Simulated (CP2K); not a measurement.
Two runs for the O K edge of 2-methoxypyridine. Run A: CP2K XAS_TDP, all-electron GAPW, PBEh(45%), aug-cc-pVDZ, TDA, no relativity. Run B differs in one setting.

First lines with a strength over 0.0015. A:

| atom | energy (eV) | states | strength, one atom |
| --- | --- | --- | --- |
| O2 (bonded to 2 C) | 531.06 | 1 | 0.0121 |
|  | 532.21 | 1 | 0.0229 |
|  | 533.19 | 1 | 0.0016 |
|  | 533.71 | 1 | 0.0036 |
|  | 533.92 | 1 | 0.0036 |

B:

| atom | energy (eV) | states | strength, one atom |
| --- | --- | --- | --- |
| O2 (bonded to 2 C) | 535.67 | 1 | 0.0120 |
|  | 536.83 | 1 | 0.0227 |
|  | 537.80 | 1 | 0.0016 |
|  | 538.32 | 1 | 0.0036 |
|  | 538.54 | 1 | 0.0036 |

Which was it: scalar relativity switched on, GW2X switched on, the functional, the basis?

GW2X switched on. GW2X shifts an atom's lines together and keeps their spacings. Against PBEh(45%) in aug-cc-pVDZ, the leading line moves by +4.61 eV, to 535.67 eV.

[Hosts, paths, dates, database ids (printed as entryN), source tags and the programs' standing remarks are cut or masked in the printed files.]
